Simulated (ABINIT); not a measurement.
# BiH3 (Pm-3m): zone-centre phonons

Aim: the zone-centre modes of BiH3 (Pm-3m).

Method: DFT PBEsol, scalar-relativistic, plane waves, PseudoDojo norm-conserving pseudopotentials, in ABINIT 10.8.3.

Most raw output is cut from this account.

The structure was built from a prototype and need not be the compound's stable phase.

### 1. Starting point

Symmetry: Pm-3m, No. 221, cubic system. Conventional cell: a = 4.714 Å, b = 4.714 Å, c = 4.714 Å, α = 90.00°, β = 90.00°, γ = 90.00°. Nearest to Bi lie 6 H at 2.36 Å. Nearest to H lie 2 Bi at 2.36 Å. Farther neighbours are not listed.

As a file:

```cif
data_structure
_symmetry_space_group_name_H-M 'P 1'
_symmetry_Int_Tables_number 1
_cell_length_a 4.7142
_cell_length_b 4.7142
_cell_length_c 4.7142
_cell_angle_alpha 90.000
_cell_angle_beta 90.000
_cell_angle_gamma 90.000
_cell_volume 104.77
loop_
_atom_site_label
_atom_site_type_symbol
_atom_site_fract_x
_atom_site_fract_y
_atom_site_fract_z
_atom_site_occupancy
Bi1 Bi 0.00000 0.00000 0.00000 1
H2 H 0.50000 0.00000 0.00000 1
H3 H 0.00000 0.50000 0.00000 1
H4 H 0.00000 0.00000 0.50000 1
```

### 2. A first look

A first run with smearing and empty bands tells whether the crystal has a gap, which decides between fixed occupations and smearing later on.

The input, probe.abi:

```
# ground state
tolvrs 1.0d-08
prtden 1
prtwf 1

# basis, mesh and filling
ecut 40.0
ecutsm 3.0
ngkpt 4 4 4
nshiftk 1
shiftk 0.0 0.0 0.0
istwfk *1
occopt 7
tsmear 0.005
nband 15
nstep 100
diemac 9.0
prtebands 0
prtgsr 0
useylm 1

# cell and atoms
acell 8.908546897 8.908546897 8.908546897
rprim 
    1.0 0.0 0.0
    0.0 1.0 0.0
    0.0 0.0 1.0
ntypat 2
znucl 83 1
natom 4
typat 1 2 2 2
xred 
    0.0 0.0 0.0
    0.5 0.0 0.0
    0.0 0.5 0.0
    0.0 0.0 0.5
pp_dirpath "./pseudo"
pseudos "Bi.upf, H.upf"
```

Started as:

```bash
> OMP_NUM_THREADS=1 mpirun -n 2 abinit probe.abi > probe.log
```

Elapsed: 31 s, on 2 MPI ranks of Intel Xeon at 2.70GHz, shared host; 61 s of CPU time.

Read from the output:

```yaml
volume_per_atom: 26.19 Å³
pressure: -6.149 GPa
gap_on_the_k_mesh: 0 eV
```

No gap opens on this mesh, so smearing is kept.

### 3. Rough relaxation

The typed start is rough, so a first relaxation with smearing and loose thresholds takes it towards rest cheaply.

The input, prerelax.abi:

```
# relaxation
ionmov 2
optcell 2
dilatmx 1.15
chkdilatmx 0
ntime 40
tolmxf 3.0d-04
tolvrs 1.0d-10
prtwf 0
prtden 0
chksymtnons 0

# basis, mesh and filling
ecut 32.0
ecutsm 3.0
ngkpt 4 4 4
nshiftk 1
shiftk 0.0 0.0 0.0
istwfk *1
occopt 7
tsmear 0.005
nband 15
nstep 100
diemac 1000000.0
prtebands 0
prtgsr 0
useylm 1

# cell and atoms
acell 8.908546897 8.908546897 8.908546897
rprim 
    1.0 0.0 0.0
    0.0 1.0 0.0
    0.0 0.0 1.0
ntypat 2
znucl 83 1
natom 4
typat 1 2 2 2
xred 
    0.0 0.0 0.0
    0.5 0.0 0.0
    0.0 0.5 0.0
    0.0 0.0 0.5
pp_dirpath "./pseudo"
pseudos "Bi.upf, H.upf"
```

Started as:

```bash
> OMP_NUM_THREADS=1 mpirun -n 2 abinit prerelax.abi > prerelax.log
```

Elapsed: 2.9 min, on 2 MPI ranks.

Step by step:

| step | energy less that of the first step (eV) | largest force (eV/Å) | volume (Å³) |
| --- | --- | --- | --- |
| 1 | 0.0000 | 0.0000 | 104.77 |
| 2 | -0.0743 | 0.0000 | 102.81 |
| 3 | -0.5244 | 0.0000 | 62.33 |
| 4 | -0.7447 | 0.0000 | 79.28 |
| 5 | -0.7847 | 0.0000 | 74.78 |
| 6 | -0.7865 | 0.0000 | 73.51 |

| conventional cell, symmetrised | before | after | change |
| --- | --- | --- | --- |
| a (Å) | 4.714 | 4.189 | -11.1 % |
| b (Å) | 4.714 | 4.189 | -11.1 % |
| c (Å) | 4.714 | 4.189 | -11.1 % |
| volume (Å³/atom) | 26.19 | 18.38 | -29.8 % |

Final coordinates:

```xyz
4
Lattice="4.1890 0.0000 0.0000 0.0000 4.1890 0.0000 0.0000 0.0000 4.1890" Properties=species:S:1:pos:R:3 pbc="T T T"
Bi    0.0000    0.0000    0.0000
H     2.0945    0.0000    0.0000
H     0.0000    2.0945    0.0000
H     0.0000    0.0000    2.0945
```

This step gave:

```yaml
volume_per_atom: 18.38 Å³
pressure: 0.07288 GPa
```

The volume changes by -29.8 % in this run and stands -29.8 % from the first cell.

### 4. Rough relaxation

The cell changed much, so the rough relaxation is repeated on a basis made for the new cell.

Changes to prerelax.abi since step 3:

```diff
@@ -29,3 +29,3 @@
 # cell and atoms
-acell 8.908546897 8.908546897 8.908546897
+acell 7.915995519 7.915995519 7.915995519
 rprim
```

Wall time 22 s (2 MPI ranks); 43 s of CPU time.

Little changed from the start: no atom moved by 0.005 Å and no cell edge by 0.1 %.

The volume changes by +0.0 % in this run and stands -29.8 % from the first cell.

### 5. Relaxation

The harmonic expansion needs vanishing forces, and a free crystal bears no stress, so cell and atoms are brought to rest. Stress is more sensitive to the basis than forces are: the last 3 Ha under the cutoff are smoothed with ecutsm.

relax.abi, as its differences from prerelax.abi of step 4:

```diff
@@ -3,7 +3,6 @@
 optcell 2
-dilatmx 1.15
-chkdilatmx 0
+dilatmx 1.08
 ntime 40
-tolmxf 3.0d-04
-tolvrs 1.0d-10
+tolmxf 1.0d-05
+tolvrs 1.0d-14
 prtwf 0
@@ -13,5 +12,5 @@
 # basis, mesh and filling
-ecut 32.0
+ecut 40.0
 ecutsm 3.0
-ngkpt 4 4 4
+ngkpt 6 6 6
 nshiftk 1
@@ -20,3 +19,3 @@
 occopt 7
-tsmear 0.005
+tsmear 0.01
 nband 15
```

Started as:

```bash
> OMP_NUM_THREADS=1 mpirun -n 2 abinit relax.abi > relax.log
```

Elapsed: 2.9 min, on 2 MPI ranks.

Step by step:

| step | energy less that of the first step (eV) | largest force (eV/Å) | volume (Å³) |
| --- | --- | --- | --- |
| 1 | 0.0000 | 0.0000 | 73.51 |
| 2 | -0.0002 | 0.0000 | 73.42 |
| 3 | -0.0008 | 0.0000 | 72.76 |
| 4 | -0.0008 | 0.0000 | 72.77 |

| conventional cell, symmetrised | before | after | change |
| --- | --- | --- | --- |
| a (Å) | 4.189 | 4.175 | -0.3 % |
| b (Å) | 4.189 | 4.175 | -0.3 % |
| c (Å) | 4.189 | 4.175 | -0.3 % |
| volume (Å³/atom) | 18.38 | 18.19 | -1.0 % |

This step gave:

```
volume per atom : 18.19 Å³
pressure        : -3.72e-5 GPa
```

The volume changes by -1.0 % in this run and stands -30.5 % from the first cell.

### 6. Self-consistent run for the response

The response is built on these wavefunctions, so the potential is converged far more tightly than an energy would need. ecutsm is kept as in the relaxation, so that the cell stays at rest. Smearing stays on, as the first look found no gap above 0.3 eV.

The input, gs.abi:

```
# ground state
tolvrs 1.0d-16
prtden 1
prtwf 1

# basis, mesh and filling
ecut 40.0
ecutsm 3.0
ngkpt 6 6 6
nshiftk 1
shiftk 0.0 0.0 0.0
istwfk *1
occopt 7
tsmear 0.01
nband 15
nstep 100
diemac 1000000.0
prtebands 0
prtgsr 0
useylm 1

# cell and atoms
acell 7.889530716 7.889530716 7.889530716
rprim 
    1.0 0.0 0.0
    0.0 1.0 0.0
    0.0 0.0 1.0
ntypat 2
znucl 83 1
natom 4
typat 1 2 2 2
xred 
    0.0 0.0 0.0
    0.5 0.0 0.0
    0.0 0.5 0.0
    0.0 0.0 0.5
pp_dirpath "./pseudo"
pseudos "Bi.upf, H.upf"
```

Started as:

```bash
> OMP_NUM_THREADS=1 mpirun -n 2 abinit gs.abi > gs.log
```

Wall time 54 s (2 MPI ranks); 1.8 min of CPU time.

Numbers from this step:

* pressure: -3.59e-5 GPa

The cell stands at -3.6e-5 GPa, close enough for phonons.

### 7. Zone-centre response

At q = 0 one unit cell holds all displacements. The response is solved for single atoms along the cell's directions, and symmetry skips those that follow from others. The crystal is treated as a metal, which screens a static field, so no field response is asked.

The input, dfpt_gamma.abi:

```

# common to the responses
getwfk_filepath "gso_WFK"
kptopt 2
nqpt 1
qpt 0.0 0.0 0.0
asr 0
chneut 0

# displacements
rfphon 1
rfatpol 1 4
rfdir 1 1 1
tolvrs 1.0d-10
prtwf 0

# basis, mesh and filling
ecut 40.0
ecutsm 3.0
ngkpt 6 6 6
nshiftk 1
shiftk 0.0 0.0 0.0
istwfk *1
occopt 7
tsmear 0.01
nband 15
nstep 100
diemac 1000000.0
prtebands 0
prtgsr 0
useylm 1

# cell and atoms
acell 7.889530716 7.889530716 7.889530716
rprim 
    1.0 0.0 0.0
    0.0 1.0 0.0
    0.0 0.0 1.0
ntypat 2
znucl 83 1
natom 4
typat 1 2 2 2
xred 
    0.0 0.0 0.0
    0.5 0.0 0.0
    0.0 0.5 0.0
    0.0 0.0 0.5
pp_dirpath "./pseudo"
pseudos "Bi.upf, H.upf"
```

Started as:

```bash
> OMP_NUM_THREADS=1 mpirun -n 2 abinit dfpt_gamma.abi > dfpt_gamma.log
```

Wall time 4.8 min (2 MPI ranks).

Read from the output:

| Item | Value |
| --- | --- |
| largest acoustic frequency at the zone centre before the sum rule | -0.99 cm⁻¹ |
| highest optical zone-centre mode (no LO-TO term) | 448.7 cm⁻¹ |
| lowest optical zone-centre mode | -1490 cm⁻¹ |

The acoustic modes at Γ come out as far as 1.0 cm⁻¹ from zero, where they should vanish, a small numerical error. The lowest optical mode is imaginary, 1490i cm⁻¹, an instability at this level and on this k mesh.

### 8. Modes with the sum rule

anaddb reads the merged derivatives and imposes the acoustic sum rule.

The input, anaddb.abi:

```
ddb_filepath "gamma_DDB"
output_file "anaddb.abo"
outdata_prefix "anaddb"
asr 1
chneut 1
enunit 2
eivec 1
nph1l 1
qph1l 0.0 0.0 0.0 1.0
```

The input, mrgddb.in:

```
gamma_DDB
merged
2
dfpt_gammao_DDB
gso_DDB
```

Started as:

```bash
> mrgddb < mrgddb.in > mrgddb.log
> OMP_NUM_THREADS=1 anaddb anaddb.abi > anaddb.log
```

It took 0.78 s on 1 thread.

No LO-TO term; unit eigenvectors of the mass-weighted matrix, from anaddb's displacements. Modes at Γ, with each element's share of the kinetic energy (negative means imaginary):

| mode | frequency (cm⁻¹) | symmetry | Bi % | H % |
| --- | --- | --- | --- | --- |
| 1 | -1489.8 | T1u | 0 | 100 |
| 2 | -1489.8 | T1u | 0 | 100 |
| 3 | -1489.8 | T1u | 0 | 100 |
| 4 | 0.0 | acoustic | 99 | 1 |
| 5 | 0.0 | acoustic | 99 | 1 |
| 6 | 0.0 | acoustic | 99 | 1 |
| 7 | 405.6 | T2u | 0 | 100 |
| 8 | 405.6 | T2u | 0 | 100 |
| 9 | 405.6 | T2u | 0 | 100 |
| 10 | 448.7 | T1u | 1 | 99 |
| 11 | 448.7 | T1u | 1 | 99 |
| 12 | 448.7 | T1u | 1 | 99 |

Displacements in mode 3 (-1489.8 cm⁻¹), the largest set to 1:
```
Bi1  0.00  0.00  0.00
H2   0.00  0.00  0.01
H3   0.00  0.00  0.01
H4   0.00  0.00 -1.00
```

Displacements in mode 10 (448.7 cm⁻¹), the largest set to 1:
```
Bi1  0.00  0.00 -0.01
H2   0.00  0.00  1.00
H3   0.00  0.00  1.00
H4   0.00  0.00  0.01
```

The rule moves no optical mode by more than 0.1 cm⁻¹.

### 9. Sum rules set otherwise (asr 0)

Without the rule the raw error of the acoustic modes shows.

Changes to anaddb.abi since step 8:

```diff
@@ -3,4 +3,4 @@
 outdata_prefix "anaddb"
-asr 1
-chneut 1
+asr 0
+chneut 0
 enunit 2
```

mrgddb.in is that of step 8.

Elapsed: 0.72 s, on 1 thread.

Zone-centre frequencies as printed; negative means imaginary. Modes:

| mode | frequency (cm⁻¹) |
| --- | --- |
| 1 | -1490 |
| 2 | -1490 |
| 3 | -1490 |
| 4 | -0.99 |
| 5 | -0.99 |
| 6 | -0.99 |
| 7 | 405.6 |
| 8 | 405.6 |
| 9 | 405.6 |
| 10 | 448.7 |
| 11 | 448.7 |
| 12 | 448.7 |

### 10. Summary of results

| Property | Result |
| --- | --- |
| space group after relaxation | Pm-3m |
| volume per atom | 18.2 Å³ |
| highest optical zone-centre mode (no LO-TO term) | 448.7 cm⁻¹ |
| lowest optical zone-centre mode | -1490 cm⁻¹ |
| imaginary optical modes at the zone centre (no q mesh in this session) | yes |

What this shows: At the PBEsol level the optical modes of BiH3 (Pm-3m) at the zone centre run from 1490i to 449 cm⁻¹, so the structure is a saddle point, with 3 modes beyond 10i cm⁻¹ there. These are harmonic frequencies at zero temperature: anharmonic shifts and linewidths and thermal expansion are left out. Spin-orbit coupling is left out, which can matter for the heavy elements here. In a metal the frequencies hang on the k mesh and the smearing, most of all near Kohn anomalies. The structure is a hypothetical one, built on a prototype.

[Host names and launcher messages were left out of these logs when they were recorded.]

[Logs are printed without paths, hosts, clocks, repeated set-up lines and the standing remarks that a program may print on its own settings, such as how far it seeks lower states.]

[Hosts, paths, dates, database ids (printed as entryN), source tags and the programs' standing remarks are cut or masked in the printed files.]
